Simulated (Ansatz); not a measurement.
# Si on Al(110): change of the work function, part 2 of 5

How does Si on the top site change the work function of Al(110) as the layer fills?

Ansatz 0.2.0; plane-wave DFT, PBE-D3(BJ), Ansatz PAW.

So far, work function, upper face (eV): step 2 (the clean slab) 4.00.

### 3. The covered slab, k-mesh 3×4×1, coverage 0.111 ML

System of this step: Si/Al(110). The cell holds 46 atoms: 45 Al and 1 Si. Cell: a = 12.150 Å, b = 8.591 Å, c = 26.008 Å, α = 90.0°, β = 90.0°, γ = 90.0°. Vacuum lies along c.

The clean slab as it ended is repeated in the plane and the adsorbate is set on one face; the cell's size fixes the coverage, and the k-mesh shrinks with it to keep the sampling density about even. Adsorbate and upper layers relax, since the dipole depends on the height.

input.yaml reads:

```yaml
crystal:
  lattice:
    - [12.15, 0.0, 0.0]
    - [0.0, 8.5913473914, 0.0]
    - [0.0, 0.0, 26.0083380696]
  atoms:
    - { symbol: Al, position: [0.0, 0.0, 0.3460428719] }
    - { symbol: Al, position: [0.1666666667, 0.1666666667, 0.4010979557] }
    - { symbol: Al, position: [0.0, 0.0, 0.4539409147] }
    - { symbol: Al, position: [0.1666666667, 0.1666666667, 0.509902513] }
    - { symbol: Al, position: [0.0, 0.0, 0.5602948574] }
    - { symbol: Al, position: [0.0, 0.3333333333, 0.3460428719] }
    - { symbol: Al, position: [0.1666666667, 0.5, 0.4010979557] }
    - { symbol: Al, position: [0.0, 0.3333333333, 0.4539409147] }
    - { symbol: Al, position: [0.1666666667, 0.5, 0.509902513] }
    - { symbol: Al, position: [0.0, 0.3333333333, 0.5602948574] }
    - { symbol: Al, position: [0.0, 0.6666666667, 0.3460428719] }
    - { symbol: Al, position: [0.1666666667, 0.8333333333, 0.4010979557] }
    - { symbol: Al, position: [0.0, 0.6666666667, 0.4539409147] }
    - { symbol: Al, position: [0.1666666667, 0.8333333333, 0.509902513] }
    - { symbol: Al, position: [0.0, 0.6666666667, 0.5602948574] }
    - { symbol: Al, position: [0.3333333333, 0.0, 0.3460428719] }
    - { symbol: Al, position: [0.5, 0.1666666667, 0.4010979557] }
    - { symbol: Al, position: [0.3333333333, 0.0, 0.4539409147] }
    - { symbol: Al, position: [0.5, 0.1666666667, 0.509902513] }
    - { symbol: Al, position: [0.3333333333, 0.0, 0.5602948574] }
    - { symbol: Al, position: [0.3333333333, 0.3333333333, 0.3460428719] }
    - { symbol: Al, position: [0.5, 0.5, 0.4010979557] }
    - { symbol: Al, position: [0.3333333333, 0.3333333333, 0.4539409147] }
    - { symbol: Al, position: [0.5, 0.5, 0.509902513] }
    - { symbol: Al, position: [0.3333333333, 0.3333333333, 0.5602948574] }
    - { symbol: Al, position: [0.3333333333, 0.6666666667, 0.3460428719] }
    - { symbol: Al, position: [0.5, 0.8333333333, 0.4010979557] }
    - { symbol: Al, position: [0.3333333333, 0.6666666667, 0.4539409147] }
    - { symbol: Al, position: [0.5, 0.8333333333, 0.509902513] }
    - { symbol: Al, position: [0.3333333333, 0.6666666667, 0.5602948574] }
    - { symbol: Al, position: [0.6666666667, 0.0, 0.3460428719] }
    - { symbol: Al, position: [0.8333333333, 0.1666666667, 0.4010979557] }
    - { symbol: Al, position: [0.6666666667, 0.0, 0.4539409147] }
    - { symbol: Al, position: [0.8333333333, 0.1666666667, 0.509902513] }
    - { symbol: Al, position: [0.6666666667, 0.0, 0.5602948574] }
    - { symbol: Al, position: [0.6666666667, 0.3333333333, 0.3460428719] }
    - { symbol: Al, position: [0.8333333333, 0.5, 0.4010979557] }
    - { symbol: Al, position: [0.6666666667, 0.3333333333, 0.4539409147] }
    - { symbol: Al, position: [0.8333333333, 0.5, 0.509902513] }
    - { symbol: Al, position: [0.6666666667, 0.3333333333, 0.5602948574] }
    - { symbol: Al, position: [0.6666666667, 0.6666666667, 0.3460428719] }
    - { symbol: Al, position: [0.8333333333, 0.8333333333, 0.4010979557] }
    - { symbol: Al, position: [0.6666666667, 0.6666666667, 0.4539409147] }
    - { symbol: Al, position: [0.8333333333, 0.8333333333, 0.509902513] }
    - { symbol: Al, position: [0.6666666667, 0.6666666667, 0.5602948574] }
    - { symbol: Si, position: [0.0, 0.0, 0.6539571281] }
kpoints:
  mp_grid: { grid: [3, 4, 1] }
hamiltonian:
  xc: pbe
  dispersion: d3bj
scf:
  occupations: { method: fermi_dirac, width: 0.1 }
  convergence: { dr2_threshold: 1.0e-08 }
efield:
  axis: 3
  dipole_correction: true
  ramp_position: 0.97
  ramp_width: 0.06
relax:
  f_tol: 0.02
  max_steps: 60
  constraints:
    - { sites: [0, 1, 5, 6, 10, 11, 15, 16, 20, 21, 25, 26, 30, 31, 35, 36, 40, 41] }
output:
  bader: true
  write_potential: true
  write_density: true
  volumetric_format: npy
```

The run is started by

```sh
$ ansatz run input.yaml --threads 4 --pin off --max-ram 6144MiB --backend cpu --events-out ev --progress --plain --runs-dir out
```

Numbers of over 12 decimals in the logs are rounded to 6 here.

The program printed:

```text
[...]
Crystal: 46 atoms, lattice volume = 2714.877 Å³
Basis set: ecut = 420 eV, 53079 PW (Γ), exchange–correlation on 180×120×360 points (8 copies of the dense FFT grid, shifted against one another)
Bands: 116, of which v1, the nominal top of the filled ones, is band 70 counted from 1 (69 counted from 0)
Symmetry: 4 space group operations
[...]
k-points: 6 of 12
[...]
SCF iter   1: F=—  HF=-24819.226868 eV  |F-HF|=—  |Δ(HF+E_count)|=         —  Δρ=1.59e-3  dr2=5.74e-1  ethr=1.77e-3  p=-0.120 e·Å  D=-8.02e-3 V/Å  ΔV_dip=0.21 eV  dr2_dipole=1.16e-1  V_vac-E_F(+/−)=4.25/4.04 eV  ⟨swp⟩=10.5  Hψ=4047  notcnv=0  defer=11
[...]
SCF iter   9: F=-24819.212152 eV  HF=-24819.212152 eV  |F-HF|=7.18e-9  |Δ(HF+E_count)|=   5.08e-8  Δρ=1.32e-7  dr2=1.99e-9  ethr=7.19e-12  p=-0.173 e·Å  D=-1.16e-2 V/Å  ΔV_dip=0.30 eV  dr2_dipole=4.58e-10  V_vac-E_F(+/−)=4.32/4.02 eV  ⟨swp⟩=10.7  Hψ=4638  notcnv=0
SCF 1 converged in 9 iterations: F = -24819.212152 eV  dr2 = 1.99e-9
[...]
relax step   1: F+E_penalty+E_count = -24819.21215224 eV  Δ(F+E_penalty+E_count) = +0.000e0 eV  max|allowed force component| = 7.736e-1 eV/Å  Δτ_max = 0.0000 Å  (9 SCF iters, accepted)
[...]
SCF iter   1: F=—  HF=-24819.343676 eV  |F-HF|=—  |Δ(HF+E_count)|=         —  Δρ=1.38e-3  dr2=1.41e-1  ethr=7.88e-5  p=-0.173 e·Å  D=-1.16e-2 V/Å  ΔV_dip=0.30 eV  dr2_dipole=6.52e-3  V_vac-E_F(+/−)=4.33/4.03 eV  ⟨swp⟩=2.0  Hψ=2277  notcnv=0  defer=33
[...]
eigensolver tolerance schedule calibrated: the retry pair's looser diagonalisation under-reported the residual by θ = 0.22 (0.14/decade); ethr = c·dr2/N_el runs at the constant in force after the calibration composes with the one it found (an armed cap, an earlier calibration), c = 5.1e-2
[...]
SCF iter   2: F=—  HF=-24819.323383 eV  |F-HF|=—  |Δ(HF+E_count)|=   2.03e-2  Δρ=4.10e-4  dr2=1.77e-2  ethr=5.20e-5  p=-0.190 e·Å  D=-1.27e-2 V/Å  ΔV_dip=0.33 eV  dr2_dipole=2.05e-3  V_vac-E_F(+/−)=4.35/4.02 eV  ⟨swp⟩=2.5  Hψ=1080  notcnv=0  defer=33
[...]
SCF iter   9: F=-24819.324363 eV  HF=-24819.324363 eV  |F-HF|=1.19e-8  |Δ(HF+E_count)|=   4.52e-8  Δρ=1.63e-7  dr2=1.54e-9  ethr=3.69e-12  p=-0.184 e·Å  D=-1.22e-2 V/Å  ΔV_dip=0.32 eV  dr2_dipole=1.36e-11  V_vac-E_F(+/−)=4.34/4.02 eV  ⟨swp⟩=11.5  Hψ=4680  notcnv=0
SCF 2 converged in 9 iterations: F = -24819.324363 eV  dr2 = 1.54e-9
[...]
relax step   2: F+E_penalty+E_count = -24819.32436298 eV  Δ(F+E_penalty+E_count) = -1.122e-1 eV  max|allowed force component| = 1.767e-1 eV/Å  Δτ_max = 0.1949 Å  (9 SCF iters, accepted)
SCF iter   1: F=—  HF=-24819.378928 eV  |F-HF|=—  |Δ(HF+E_count)|=         —  Δρ=1.45e-3  dr2=7.59e-2  ethr=1.27e-3  p=-0.184 e·Å  D=-1.22e-2 V/Å  ΔV_dip=0.32 eV  dr2_dipole=5.27e-4  V_vac-E_F(+/−)=4.34/4.03 eV  ⟨swp⟩=5.2  Hψ=1862  notcnv=0  defer=32
[...]
SCF iter   8: F=-24819.364075 eV  HF=-24819.364075 eV  |F-HF|=4.38e-8  |Δ(HF+E_count)|=   1.71e-7  Δρ=3.71e-7  dr2=6.37e-9  ethr=7.19e-12  p=-0.184 e·Å  D=-1.22e-2 V/Å  ΔV_dip=0.32 eV  dr2_dipole=2.70e-13  V_vac-E_F(+/−)=4.34/4.02 eV  ⟨swp⟩=11.3  Hψ=5792  notcnv=0
SCF 3 converged in 8 iterations: F = -24819.364075 eV  dr2 = 6.37e-9
[...]
relax step   3: F+E_penalty+E_count = -24819.36407497 eV  Δ(F+E_penalty+E_count) = -3.971e-2 eV  max|allowed force component| = 1.432e-1 eV/Å  Δτ_max = 0.1772 Å  (8 SCF iters, accepted)
[...]
relax step   4: F+E_penalty+E_count = -24819.36748720 eV  Δ(F+E_penalty+E_count) = -3.412e-3 eV  max|allowed force component| = 2.584e-2 eV/Å  Δτ_max = 0.0339 Å  (7 SCF iters, accepted)
SCF iter   1: F=—  HF=-24819.366765 eV  |F-HF|=—  |Δ(HF+E_count)|=         —  Δρ=9.34e-5  dr2=9.45e-4  ethr=5.30e-6  p=-0.183 e·Å  D=-1.22e-2 V/Å  ΔV_dip=0.32 eV  dr2_dipole=6.90e-5  V_vac-E_F(+/−)=4.34/4.02 eV  ⟨swp⟩=2.2  Hψ=1463  notcnv=0  defer=31
[...]
SCF iter   6: F=-24819.367861 eV  HF=-24819.367861 eV  |F-HF|=1.96e-8  |Δ(HF+E_count)|=   6.95e-8  Δρ=2.66e-7  dr2=6.30e-9  ethr=7.19e-12  p=-0.182 e·Å  D=-1.21e-2 V/Å  ΔV_dip=0.32 eV  dr2_dipole=2.21e-10  V_vac-E_F(+/−)=4.34/4.02 eV  ⟨swp⟩=11.0  Hψ=4629  notcnv=0
SCF 5 converged in 6 iterations: F = -24819.367861 eV  dr2 = 6.30e-9
relax step   5: F+E_penalty+E_count = -24819.36786117 eV  Δ(F+E_penalty+E_count) = -3.740e-4 eV  max|allowed force component| = 8.637e-3 eV/Å  Δτ_max = 0.0092 Å  (6 SCF iters, accepted)
NSCF: frozen V_eff on 6 k-points
[...]
SCF converged after 6 iterations
Free energy (F): -24819.367861 eV
[...]
Internal energy: -24818.672941 eV  (E = F + TS)
E sigma→0 (E₀):  -24819.020401 eV
Entropy (-TS):   -0.694920 eV (-15.107 meV/atom)
Fermi energy:    -0.735257 eV
Dipole field:    D = -0.012118 V/Å  (p = -0.181804 e·Å, saw-weighted, corrected)
Work function:   Φ+ = 4.3399 eV   Φ− = 4.0247 eV
[...]
--- Forces (eV/Å), atoms counted from 1 ---
  atom   1  Al    -0.00000000    -0.00000000     0.04151693
  atom   2  Al     0.02391967     0.05946830    -0.27207947
  atom   3  Al     0.00000000     0.00000000     0.00235717
  atom   4  Al    -0.00342540    -0.00081194     0.00224102
  atom   5  Al     0.00000000    -0.00000000     0.00341888
  atom   6  Al    -0.00000000     0.05853255     0.29623016
  atom   7  Al    -0.07694458     0.00000000    -0.13615204
  atom   8  Al    -0.00000000    -0.00372964     0.00600452
  atom   9  Al    -0.00023309    -0.00000000     0.00075871
  atom  10  Al    -0.00000000     0.00003096    -0.00232086
  atom  11  Al     0.00000000    -0.05853255     0.29623016
  atom  12  Al     0.02391967    -0.05946830    -0.27207947
  atom  13  Al     0.00000000     0.00372964     0.00600452
  atom  14  Al    -0.00342540     0.00081194     0.00224102
  atom  15  Al     0.00000000    -0.00003096    -0.00232086
  atom  16  Al     0.01931526    -0.00000000     0.20600420
  atom  17  Al     0.00000000    -0.00994366    -0.21867180
  atom  18  Al    -0.00009467     0.00000000    -0.00112600
  atom  19  Al     0.00000000     0.00320480    -0.00166991
  atom  20  Al    -0.00274858    -0.00000000     0.00062998
  atom  21  Al     0.03030204    -0.03774230     0.24225965
  atom  22  Al    -0.00000000     0.00000000    -0.22303140
  atom  23  Al     0.00291720     0.00134547    -0.00088896
  atom  24  Al    -0.00000000    -0.00000000    -0.00389766
  atom  25  Al    -0.00070435    -0.00046768     0.00068801
  atom  26  Al     0.03030204     0.03774230     0.24225965
  atom  27  Al    -0.00000000     0.00994366    -0.21867180
  atom  28  Al     0.00291720    -0.00134547    -0.00088896
  atom  29  Al    -0.00000000    -0.00320480    -0.00166991
  atom  30  Al    -0.00070435     0.00046768     0.00068801
  atom  31  Al    -0.01931526     0.00000000     0.20600420
  atom  32  Al    -0.02391967     0.05946830    -0.27207947
  atom  33  Al     0.00009467    -0.00000000    -0.00112600
  atom  34  Al     0.00342540    -0.00081194     0.00224102
  atom  35  Al     0.00274858     0.00000000     0.00062998
  atom  36  Al    -0.03030204    -0.03774230     0.24225965
  atom  37  Al     0.07694458    -0.00000000    -0.13615204
  atom  38  Al    -0.00291720     0.00134547    -0.00088896
  atom  39  Al     0.00023309     0.00000000     0.00075871
  atom  40  Al     0.00070435    -0.00046768     0.00068801
  atom  41  Al    -0.03030204     0.03774230     0.24225965
  atom  42  Al    -0.02391967    -0.05946830    -0.27207947
  atom  43  Al    -0.00291720    -0.00134547    -0.00088896
  atom  44  Al     0.00342540     0.00081194     0.00224102
  atom  45  Al     0.00070435     0.00046768     0.00068801
  atom  46  Si     0.00000000    -0.00000000    -0.00863675
  max |Σ_I F_I| component: 1.79e-5 eV/Å
--- Band table (eV; the first three rows and the last of 6) ---
  k-point 0: bands = [... 66 lower, -1.1856, -1.1718, -1.1444, -0.8203, -0.7532, -0.7281, -0.6643, -0.5609, ... 42 higher]
  k-point 1: bands = [... 66 lower, -0.7655, -0.7214, -0.6573, -0.6370, -0.5923, -0.5076, -0.4910, -0.3693, ... 42 higher]
  k-point 2: bands = [... 66 lower, -1.1368, -1.0803, -0.9819, -0.9354, -0.8926, -0.5723, -0.3696, -0.3587, ... 42 higher]
  k-point 5: bands = [... 66 lower, -0.7819, -0.7373, -0.4125, -0.3715, -0.3095, -0.1801, -0.1526, -0.0543, ... 42 higher]
--- Relaxed structure (5 steps of the walk, 5 accepted, 0 SCFs on fresh bases) ---
  F+E_penalty+E_count = -24819.36786117 eV   max|allowed force component| = 8.637e-3 eV/Å
  atoms:
    - { symbol: Al, position: [0.0, 0.0, 0.346043] }
    - { symbol: Al, position: [0.166667, 0.1666666667, 0.4010979557] }
    - { symbol: Al, position: [0, 0, 0.450406] }
    - { symbol: Al, position: [0.167127, 0.169846, 0.507933] }
    - { symbol: Al, position: [0, 0, 0.549866] }
    - { symbol: Al, position: [0.0, 0.3333333333, 0.346043] }
    - { symbol: Al, position: [0.166667, 0.5, 0.4010979557] }
    - { symbol: Al, position: [0, 0.334712, 0.454925] }
    - { symbol: Al, position: [0.162309, 0.5, 0.511292] }
    - { symbol: Al, position: [3.279145675782418e-19, 0.324979, 0.565938] }
    - { symbol: Al, position: [0.0, 0.6666666667, 0.346043] }
    - { symbol: Al, position: [0.166667, 0.8333333333, 0.4010979557] }
    - { symbol: Al, position: [0, 0.665288, 0.454925] }
    - { symbol: Al, position: [0.167127, 0.830154, 0.507933] }
    - { symbol: Al, position: [-3.279145675782431e-19, 0.675021, 0.565938] }
    - { symbol: Al, position: [0.3333333333, 0.0, 0.346043] }
    - { symbol: Al, position: [0.500000, 0.1666666667, 0.4010979557] }
    - { symbol: Al, position: [0.334124, 0, 0.453757] }
    - { symbol: Al, position: [0.500000, 0.165185, 0.510171] }
    - { symbol: Al, position: [0.327375, 4.677551227214133e-19, 0.560265] }
    - { symbol: Al, position: [0.3333333333, 0.3333333333, 0.346043] }
    - { symbol: Al, position: [0.500000, 0.5, 0.4010979557] }
    - { symbol: Al, position: [0.333694, 0.334009, 0.453697] }
    - { symbol: Al, position: [0.500000, 0.5, 0.509584] }
    - { symbol: Al, position: [0.331838, 0.333416, 0.559405] }
    - { symbol: Al, position: [0.3333333333, 0.6666666667, 0.346043] }
    - { symbol: Al, position: [0.500000, 0.8333333333, 0.4010979557] }
    - { symbol: Al, position: [0.333694, 0.665991, 0.453697] }
    - { symbol: Al, position: [0.500000, 0.834815, 0.510171] }
    - { symbol: Al, position: [0.331838, 0.666584, 0.559405] }
    - { symbol: Al, position: [0.666667, 0.0, 0.346043] }
    - { symbol: Al, position: [0.833333, 0.1666666667, 0.4010979557] }
    - { symbol: Al, position: [0.665876, 0, 0.453757] }
    - { symbol: Al, position: [0.832873, 0.169846, 0.507933] }
    - { symbol: Al, position: [0.672625, -4.677551227214137e-19, 0.560265] }
    - { symbol: Al, position: [0.666667, 0.3333333333, 0.346043] }
    - { symbol: Al, position: [0.833333, 0.5, 0.4010979557] }
    - { symbol: Al, position: [0.666306, 0.334009, 0.453697] }
    - { symbol: Al, position: [0.837691, 0.5, 0.511292] }
    - { symbol: Al, position: [0.668162, 0.333416, 0.559405] }
    - { symbol: Al, position: [0.666667, 0.6666666667, 0.346043] }
    - { symbol: Al, position: [0.833333, 0.8333333333, 0.4010979557] }
    - { symbol: Al, position: [0.666306, 0.665991, 0.453697] }
    - { symbol: Al, position: [0.832873, 0.830154, 0.507933] }
    - { symbol: Al, position: [0.668162, 0.666584, 0.559405] }
    - { symbol: Si, position: [0, 0, 0.639738] }
--- Bader charges: 46 sites ---
  site symbol  charge [e]  shift [e]
     0     Al      0.0658     0.0008
     1     Al     -0.0358     0.0000
     2     Al     -0.0042     0.0013
     3     Al      0.0117     0.0006
     4     Al      0.3349     0.0032
     5     Al      0.0470     0.0000
     6     Al     -0.0295     0.0000
     7     Al     -0.0209     0.0000
     8     Al      0.0162     0.0000
     9     Al      0.0968     0.0000
    10     Al      0.0470     0.0000
    11     Al     -0.0358     0.0000
    12     Al     -0.0209     0.0000
    13     Al      0.0116     0.0006
    14     Al      0.0968     0.0000
    15     Al      0.0481     0.0002
    16     Al     -0.0419     0.0000
    17     Al     -0.0506     0.0004
    18     Al      0.0377     0.0000
    19     Al      0.0350     0.0002
    20     Al      0.0596     0.0002
    21     Al     -0.0434     0.0000
    22     Al     -0.0782     0.0006
    23     Al      0.0384     0.0000
    24     Al      0.0208     0.0004
    25     Al      0.0596     0.0002
    26     Al     -0.0419     0.0000
    27     Al     -0.0782     0.0006
    28     Al      0.0377     0.0000
    29     Al      0.0208     0.0004
    30     Al      0.0481     0.0002
    31     Al     -0.0358     0.0000
    32     Al     -0.0506     0.0004
    33     Al      0.0117     0.0006
    34     Al      0.0350     0.0002
    35     Al      0.0596     0.0002
    36     Al     -0.0295     0.0000
    37     Al     -0.0782     0.0006
    38     Al      0.0162     0.0000
    39     Al      0.0208     0.0004
    40     Al      0.0596     0.0002
    41     Al     -0.0358     0.0000
    42     Al     -0.0782     0.0006
    43     Al      0.0117     0.0006
    44     Al      0.0208     0.0004
    45     Si     -0.5793     0.0003
  estimated error of the sums over rays = 5.1e-4 e
```

The job ended after 5.4 min (4 threads of Arm Neoverse V2, shared host; peak memory 4.8 GiB).

Relaxation path:

| step | energy less that of the first step (eV) | largest force component (eV/Å) |
| --- | --- | --- |
| 1 | 0.0000 | 0.7736 |
| 2 | -0.1122 | 0.1767 |
| 3 | -0.1519 | 0.1432 |
| 4 | -0.1553 | 0.0258 |
| 5 | -0.1557 | 0.0086 |

The run keeps the 4 symmetry operations that it works with, so distortions that break them were not tested.

The atoms that moved most (Å):

```csv
atom,dx,dy,dz,length
Si46,0.000,0.000,-0.370,0.370
Al5,0.000,0.000,-0.271,0.271
Al15,0.000,0.072,0.147,0.163
Al10,0.000,-0.072,0.147,0.163
Al3,0.000,0.000,-0.092,0.092
Al20,-0.072,0.000,-0.001,0.072
Al35,0.072,0.000,-0.001,0.072
Al9,-0.053,0.000,0.036,0.064
```

This step gave:

```yaml
energy_at_zero_smearing: -24819.0204 eV
work_function_upper_face: 4.340 eV
work_function_lower_face: 4.025 eV
dipole_along_the_normal: -0.1818 e·Å
step_between_the_vacuum_levels: 0.3152 eV
```

Running mean over 1.432 Å of the planar mean; the ramp of the sawtooth is left out. The electron's electrostatic potential energy less the Fermi level by z:

```
z (Å)  electron's electrostatic potential energy less the Fermi level (eV)
    4                                                                 4.02
    5                                                                 4.02
    6                                                                 3.99
    7                                                                 3.62
    8                                                                0.716
    9                                                                -3.57
   10                                                                -4.62
   11                                                                -4.89
   12                                                                -4.69
   13                                                                -4.75
   14                                                                -4.89
   15                                                                -1.95
   16                                                                 1.96
   17                                                                 3.15
   18                                                                 4.12
   19                                                                 4.32
   20                                                                 4.34
   21                                                                 4.34
   22                                                                 4.34
```

The relaxation took 5 steps and lowered the energy by 0.16 eV; the largest force on the free atoms ends at 0.0086 eV/Å.

The covered face has 4.34 eV, +0.34 eV against the clean one; the bare back face has moved by +0.03 eV, a measure of how thin the slab is.

(Part 2 of 5 ends here.)

[Logs are printed without paths, hosts, clocks, repeated set-up lines and the standing remarks that a program may print on its own settings, such as how far it seeks lower states.]

[Hosts, paths, dates, database ids (printed as entryN), source tags and the programs' standing remarks are cut or masked in the printed files.]

[Maps of the electrostatic potential energy from Ansatz leave out the sawtooth potential of an applied field or a dipole correction, so their vacuum need not be flat; planar profiles and work functions include it.]
